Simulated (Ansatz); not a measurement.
Computed results, one entry a study.

### Screened interactions in RbGdSe2 (R-3m)

The structure is trigonal, space group R-3m (No. 166). Conventional cell: a = 4.247 Å, b = 4.247 Å, c = 23.689 Å, α = 90.00°, β = 90.00°, γ = 120.00°. Nearest to Rb lie 6 Se at 3.41 Å. Gd has 6 Se at 2.91 Å nearest. Nearest to Se lie 3 Gd at 2.91 Å and 3 Rb at 3.41 Å. Farther neighbours and most contacts between anions are not listed.

| Property | Result |
| --- | --- |
| method | DFT, LDA, plane waves, PAW (and 1 further level or step) |
| program | Ansatz 0.2.0 |
| settings of one run | cutoff 420 eV, 8×8×8 k-mesh, smearing width 0.08 eV, default PAW, coordination {"Gd": "octahedral"}, magnetic state non-magnetic by constraint, PAW set soft 2 |
| cost | 2 runs, 24 min in all on 4 threads of Arm Neoverse V1, shared host (the runs of this entry) |
| notes | This run has no spin polarisation, although Gd can carry a moment. The cell and positions come from the Crystallography Open Database and are kept as given unless a step says otherwise. Limits: no spin polarisation; no spin-orbit coupling. The bands cross the Fermi level under this constraint, which need not be the crystal’s state: magnetic order, correlation or a lattice distortion may open a gap. |
| Gd f | U 3.90 eV, U′ 2.74 eV, J 0.56 eV, bare V 27.9 eV |
| method | constrained RPA on non-magnetic LDA, 4×4×4 mesh, static |

For Gd f, screening cuts the on-site interaction from 27.88 eV to 3.90 eV (14 %), while J goes only from 0.75 eV to 0.56 eV: the monopole is screened far more than the multipoles. U − 2J differs from U′ by +0.04 eV, so the Kanamori relation holds well.

[Runs of the session that timed out or met a known fault of the program may be left out.]

[Hosts, paths, dates, database ids (printed as entryN), source tags and the programs' standing remarks are cut or masked in the printed files.]
